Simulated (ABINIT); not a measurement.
Planning a run of ABINIT 10.8.3 on P (Cmce). The input:

```
acell 3*1.0 Angstrom
rprim 
  1.658200000000 -5.242000000000 0.000000000000
  1.658200000000 5.242000000000 0.000000000000
  0.000000000000 0.000000000000 4.379300000000
ntypat 1
znucl 15
natom 4
typat 1 1 1 1
xred 
  0.898380000000 0.101620000000 0.080680000000
  0.601620000000 0.398380000000 0.580680000000
  0.101620000000 0.898380000000 0.919320000000
  0.398380000000 0.601620000000 0.419320000000
pp_dirpath "pseudos"
pseudos "P.upf"
ecut 18
ngkpt 4 4 4
nshiftk 1
shiftk 0 0 0
kptopt 1
chksymbreak 0
istwfk *1
occopt 1
irdwfk 1
optdriver 3
nband 133
ecuteps 5
inclvkb 2
awtr 1
symchi 1
indata_prefix "in"
outdata_prefix "out"
tmpdata_prefix "tmp"
```

```sh
OMP_NUM_THREADS=1 mpirun -n 8 abinit run.abi > log
```

Q: Estimate wall time and host memory on 8 MPI ranks of Arm Neoverse N1, shared host.

It took 5.5 min; on shared hardware allow 2.7 min to 11 min. Peak host memory was 1.8 GiB.

[Paths, hosts, dates, memory and timing lines, banners, echoed tables and standing remarks are left out of the program output.]

[Logs are printed without paths, hosts, clocks, repeated set-up lines and the standing remarks that a program may print on its own settings, such as how far it seeks lower states.]

[Runs of the session that timed out or met a known fault of the program may be left out.]

[No measured gap is set beside runs whose start may be inverted or whose files or cutoffs have a known fault.]

[Hosts, paths, dates, database ids (printed as entryN), source tags and the programs' standing remarks are cut or masked in the printed files.]

[G0W0 gaps are taken among the corrected bands and points alone; a level outside them can change the order at an edge.]

[Where Ansatz stands beside ABINIT at settings called matched, ABINIT's density can come from a denser mesh and the files from another edition; pairs whose starting gaps differed by over 0.03 eV were left out, so agreement reads better than it is.]
